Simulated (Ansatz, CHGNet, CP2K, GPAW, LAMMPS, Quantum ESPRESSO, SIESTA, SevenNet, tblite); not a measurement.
# Glassy 40SiO2-28Al2O3-16Li2O-16SrO (mol %) (85 atoms) in CP2K, part 3 of 3

How do the settings of CP2K change the result for glassy 40SiO2-28Al2O3-16Li2O-16SrO (mol %) (85 atoms)? A plane-wave run serves as the yardstick.

Program: CP2K 2026.2; the method stands at each step. Banners, paths, timers and routine set-up lines are dropped from the logs unmarked, and long logs keep their key lines alone; longer cuts are marked.

So far. Step 6 (PBE+D3(BJ), DZVP-MOLOPT-SR, 600/50 Ry, diagonalisation): Against the first run (9.8 %), the force difference from the reference is 9.9 %, at 1.00 times the CPU time; the model has changed, so this is no error of the program alone. Step 7 (PBE, DZVP-MOLOPT-SR, 300/50 Ry, diagonalisation): Against the first run (9.8 %), the force difference from the reference is 16 %, at 0.66 times the CPU time (on 2 against 4 cores): the grid matters here.

**8. GFN1-xTB, diagonalisation**

Method: GFN1-xTB tight binding (the program's own implementation), diagonalisation.

File input.inp:

```
&GLOBAL
  PROJECT cell
  RUN_TYPE ENERGY_FORCE
  PRINT_LEVEL LOW
&END GLOBAL
&FORCE_EVAL
  METHOD QS
  STRESS_TENSOR ANALYTICAL
  &DFT
    &QS
      METHOD XTB
      &XTB
        GFN_TYPE 1
        DO_EWALD T
        CHECK_ATOMIC_CHARGES F
      &END XTB
    &END QS
    &SCF
      SCF_GUESS ATOMIC
      EPS_SCF 1.0E-06
      MAX_SCF 200
      ADDED_MOS 14
      &DIAGONALIZATION
        ALGORITHM STANDARD
      &END DIAGONALIZATION
      &SMEAR ON
        METHOD FERMI_DIRAC
        ELECTRONIC_TEMPERATURE [K] 580
      &END SMEAR
      &MIXING
        METHOD BROYDEN_MIXING
        ALPHA 0.3
        NBROYDEN 8
      &END MIXING
      &PRINT
        &RESTART OFF
        &END RESTART
      &END PRINT
    &END SCF
    &PRINT
      &MULLIKEN ON
      &END MULLIKEN
    &END PRINT
  &END DFT
  &SUBSYS
    &CELL
      A 10.15170 0.00000 0.00000
      B 0.00000 10.15170 0.00000
      C 0.00000 0.00000 10.15170
    &END CELL
    &TOPOLOGY
      COORD_FILE_NAME structure.xyz
      COORD_FILE_FORMAT XYZ
    &END TOPOLOGY
  &END SUBSYS
  &PRINT
    &FORCES ON
    &END FORCES
    &STRESS_TENSOR ON
    &END STRESS_TENSOR
  &END PRINT
&END FORCE_EVAL
```

File structure.xyz:

```xyz
85

[... 85 atom lines left out: the same atoms as in the first run ...]
```

Launch:

```
$ OMP_NUM_THREADS=1 cp2k.psmp -i input.inp > output.txt
```

Numbers of over 12 decimals in the logs are rounded to 6 here.

The program printed:

```text
CP2K| version string:                                       CP2K version 2026.2
 CP2K| Input file name                                                 input.inp
 GLOBAL| Basis set file name                                           BASIS_SET
 GLOBAL| Potential file name                                           POTENTIAL
[... lines left out ...]
                        Smear method:                                FERMI_DIRAC
[... lines left out ...]
 Number of electrons:                                                        392
[... lines left out ...]
  Step     Update method      Time    Convergence         Total energy    Change
[... lines left out ...]
  Correction for halogen bonding:                               0.000000
  Electronic entropic energy:                                  -4.11367e-05
  Fermi energy:                                                 3.290720
  Total energy:                                              3232.872044
  Total energy (extrapolated to T->0):                       3232.872065
 *   ___                                                                       *
 *  /   \                                                                      *
 * [ABORT]                                                                     *
 *  \___/     SCF run NOT converged. To continue the calculation regardless,   *
 *    |             please set the keyword IGNORE_CONVERGENCE_FAILURE.         *
 *  O/|                                                                        *
 * /| |                                                                        *
```

Run time: 21 s. Hardware: 1 thread of Arm Neoverse V2, shared host; peak memory 0.23 GiB.

The run stopped without converging, so its numbers are no property of the system.

**9. Side by side**

Differences are against the plane-wave reference, forces as r.m.s. over components; share is that over the reference's r.m.s. force, slope the least-squares factor from reference forces to these. Total energies of different programs have different zeros and aren't compared.

```
                                                                       run  Δ force, r.m.s. (meV/Å)  share (%)  slope  Δ pressure (GPa)  Δ gap (eV)  cores  CPU time  memory (GiB)
                                                                 reference                        -          -      -                 -           -      8      41 s           1.3
                      CP2K PBE, DZVP-MOLOPT-SR, 600/50 Ry, diagonalisation                     72.0       9.78  1.009            0.0398     -0.0834      4   4.8 min           3.9
         CP2K PBE, DZVP-MOLOPT-SR, 600/50 Ry, TRS4 filter 1e-07, SCF 1e-07                     70.0       9.51  1.011            0.0326           -      4   2.9 min           2.6
CP2K PBE, DZVP-MOLOPT-SR, 600/50 Ry, TRS4 filter 1e-03, SCF 1e-04 (coarse)                      190       25.8  0.955             0.291           -      4      99 s           2.6
              CP2K PBE, SZV-MOLOPT-SR, 600/50 Ry, diagonalisation (coarse)                      978        133  1.995              17.1       -1.43      1   2.6 min           2.4
               CP2K PBE+D3(BJ), DZVP-MOLOPT-SR, 600/50 Ry, diagonalisation                     73.0       9.93  1.010             -2.27     -0.0834      4   4.8 min             4
             CP2K PBE, DZVP-MOLOPT-SR, 300/50 Ry, diagonalisation (coarse)                      116       15.8  1.010             0.220     -0.0849      2   3.2 min           1.2
```

Rows marked coarse were listed beforehand as settings not expected to be converged; some can still land near the reference.

CPU time is summed over cores on a shared host, where runs went side by side, so it is rough. Symmetry, cutoffs, thresholds, outputs and thread counts weren't matched or tuned between programs; memory under MPI is the largest rank's times the ranks.

Mean charges by element (e), by run and scheme:

```
                                                              run    scheme     Si     Al     Li     Sr      O
                                                        reference    Löwdin  +1.69  +1.27  +0.81  +1.87  -0.89
             CP2K PBE, DZVP-MOLOPT-SR, 600/50 Ry, diagonalisation  Mulliken  +0.67  +1.10  +0.68  +1.18  -0.66
CP2K PBE, DZVP-MOLOPT-SR, 600/50 Ry, TRS4 filter 1e-07, SCF 1e-07  Mulliken  +0.67  +1.10  +0.68  +1.18  -0.66
      CP2K PBE+D3(BJ), DZVP-MOLOPT-SR, 600/50 Ry, diagonalisation  Mulliken  +0.67  +1.10  +0.68  +1.18  -0.66
```

The reference's Löwdin charges lack the electrons that the projection spills, 0.057 e an atom on average.

Within one program, basis, potentials and functional, energies share a zero. Each run against its twin at the usual cutoff or grid and solver:

```
                                                              run                                        twin  Δ energy (meV/atom)  Δ force, r.m.s. (meV/Å)         CPU time over the twin's
CP2K PBE, DZVP-MOLOPT-SR, 600/50 Ry, TRS4 filter 1e-07, SCF 1e-07  DZVP-MOLOPT-SR, 600/50 Ry, diagonalisation               0.0093                     7.00                             0.61
CP2K PBE, DZVP-MOLOPT-SR, 600/50 Ry, TRS4 filter 1e-03, SCF 1e-04  DZVP-MOLOPT-SR, 600/50 Ry, diagonalisation                 30.9                      152                             0.34
             CP2K PBE, DZVP-MOLOPT-SR, 300/50 Ry, diagonalisation  DZVP-MOLOPT-SR, 600/50 Ry, diagonalisation                -3.18                      104  0.66 (this twin ran on 4 cores)
```

Further runs of this program without a result: CP2K HSE06 with ADMM, PBE0 potentials, DZVP-UZH, 600/50 Ry, OT DIIS (cut off at its time limit).

**10. Outcome**

```json
{
  "nearest in forces": "CP2K PBE, DZVP-MOLOPT-SR, 600/50 Ry, TRS4 filter 1e-07, SCF 1e-07, 9.5 %",
  "its CPU time": "2.9 min"
}
```

In words: The PBE runs in local orbitals, coarse settings apart, differ by 9.5 % (CP2K PBE, DZVP-MOLOPT-SR, 600/50 Ry, TRS4 filter 1e-07, SCF 1e-07) to 9.8 % (CP2K PBE, DZVP-MOLOPT-SR, 600/50 Ry, diagonalisation); basis, grid and potentials can all enter. Rows with another functional or a dispersion term differ by 9.9 % (CP2K PBE+D3(BJ), DZVP-MOLOPT-SR, 600/50 Ry, diagonalisation), which mixes the change of model with differences of basis and potentials. Runs with settings chosen to be coarse differ by 16 % (CP2K PBE, DZVP-MOLOPT-SR, 300/50 Ry, diagonalisation) to 133 % (CP2K PBE, SZV-MOLOPT-SR, 600/50 Ry, diagonalisation), their programs' other errors included. None of the electronic-structure runs in the table takes under half the reference's CPU time of 41 s; they take 2.4 to 6.9 times as much. At the same functional, gaps differ from the reference's 3.67 eV by between -1.43 and -0.08 eV. In pressure, CP2K PBE, SZV-MOLOPT-SR, 600/50 Ry, diagonalisation misses by +17.1 GPa, at the same functional. Charges hang on scheme and program or settings: among these rows the mean for Si runs from +0.67 to +1.69 e. With TRS4, tightening the sparsity filter from 1e-03 to 1e-07, and the SCF threshold with it, takes the force difference from the cubic solver from 152 to 7.0 meV/Å, and the CPU time from 0.34 to 0.61 times the cubic solver's. The quench rate of 6 K/ps is many orders above laboratory rates, so the cell is likely richer in defects and strain than a real sample. The network of bonds at the start is that of the classical potential that made the cell, and needn't be the one that DFT or experiment would give. The reference's pressure of 4.3 GPa belongs to a cell and atoms that aren't relaxed at this level. The electronic-structure runs sample only Γ, in a cell whose shortest periodic width is 10 Å.

[Also dropped from logs without a mark: logging warnings of Python, and SIESTA's first energy breakdown and zero terms.]

[Logs are printed without paths, hosts, clocks, repeated set-up lines and the standing remarks that a program may print on its own settings, such as how far it seeks lower states.]

[Hosts, paths, dates, database ids (printed as entryN), source tags and the programs' standing remarks are cut or masked in the printed files.]
